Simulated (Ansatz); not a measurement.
# Static equation of state of random rock-salt alloy of LiF and LiH (64 atoms)

The cell holds 64 atoms: 32 Li, 24 H and 8 F. Its edges and angles: a = 8.116 Å, b = 8.083 Å, c = 8.131 Å, α = 90.0°, β = 90.0°, γ = 90.0°. It derives from LiF and LiH. The starting structure: Rock-salt LiF, 2 x 2 x 2 conventional cells, 24 of 32 F sites given to H at random (x = 0.750), lattice by Vegard's rule (a = 4.069 Å); not relaxed, displaced by a Gaussian of 0.02 Å.

Calculated with Ansatz 0.2.0: Kohn-Sham DFT, PBE, PAW (set soft_2), plane waves; cutoff 420 eV, Γ point, fixed occupations. Cell and atoms were relaxed first, to V0 = 8.3346 Å³ an atom at a residual P0 = -0.014 GPa. The cell was then scaled evenly, and the atoms were relaxed at each volume.

```
volume (Å³/atom)  pressure (GPa)
          7.5011           5.284
          7.8345               ?
          8.0846           1.352
          8.5846          -1.205
          8.8347          -2.242
```

Task: Fit the third-order Birch–Murnaghan equation to the rows given and interpolate to the withheld row.

**Working.**

Take the Eulerian strain f = ½[(V0/V)^(2/3) − 1] and the normalised pressure F = (P − P0) / [3f(1 + 2f)^(5/2)]. The third-order Birch–Murnaghan equation is then the line F = B0 + (3/2)B0(B′ − 4) f, so u = f and v = F.

| u = f | v = F (GPa) |
| --- | --- |
| 0.0363831 | 40.7251 |
| 0.0102566 | 42.1918 |
| -0.00975697 | 42.7463 |
| -0.0190505 | 42.9487 |

With n = 4: mean u = 0.00445808, mean v = 42.1530, Σ(u − ū)² = 0.0018076, Σ(u − ū)(v − v̄) = -0.072500. Slope b = -0.072500 / 0.0018076 = -40.110; intercept a = v̄ − b ū = 42.332.

So B0 = a = 42.3 GPa and B′ = 4 + 2b/(3a) = 3.37. At the withheld volume f = 0.02106, F = a + b f = 41.49 GPa, and P = P0 + 3f(1 + 2f)^(5/2) F.

Prediction at 7.8345: 2.891 GPa. The run gave 2.901 GPa, so the fit is low by 0.0095 GPa (0.33 % of the value).

Among the rows given, the largest miss of the fit is at 7.5011, by 0.019 GPa (0.25 % of the range of the table).

Limits: Static cells at zero temperature; the cell shape is held. The program notes that the SCF threshold of these relaxations is loose for the stress. Only the Γ point is sampled, in a cell whose shortest periodic width is 8 Å.

[Logs are printed without paths, hosts, clocks, repeated set-up lines and the standing remarks that a program may print on its own settings, such as how far it seeks lower states.]

[Hosts, paths, dates, database ids (printed as entryN), source tags and the programs' standing remarks are cut or masked in the printed files.]
